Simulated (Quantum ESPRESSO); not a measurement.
# Voltage at the next charge: Cr(100), 5 layers against an electrode

How the rows were computed: Quantum ESPRESSO 7.5, PBE, GBRV ultrasoft; ESM with bc3, a metal electrode 5.03 Å above the top atoms; cell area 8.294 Å²; ions fixed. V is the potential energy of an electron at the electrode over the slab's Fermi level, divided by e, so that it equals the work function at zero charge; positive charge removes electrons.

| charge (e a cell) | V (V) |
| --- | --- |
| 0 | 3.686 |
| 0.0124 | 4.542 |
| 0.0249 | 5.427 |

**Question.** What is V at a charge of 0.0498 e, and what capacitance do the rows imply?

**Fit.** The last two rows give dV/dq = (5.427 − 4.542)/(0.0249 − 0.0124) = 70.8 V/e, so C = 1602/(8.294 × 70.8) = 2.73 µF/cm², an effective gap of 8.854/2.73 = 3.25 Å. At constant C, V = 5.427 + 70.8 × 0.0249 = 7.19 V.

**The withheld run.** V = 7.237 V; the estimate misses by −0.05 V, 2.6 % of the step. Over the three intervals C goes 2.80, 2.73 and 2.66 µF/cm²: it falls as electrons leave, the surface charge drawing back towards the atoms.

**Limits.** Vacuum fills the gap; a dielectric or electrolyte would change C. The slab is thin.
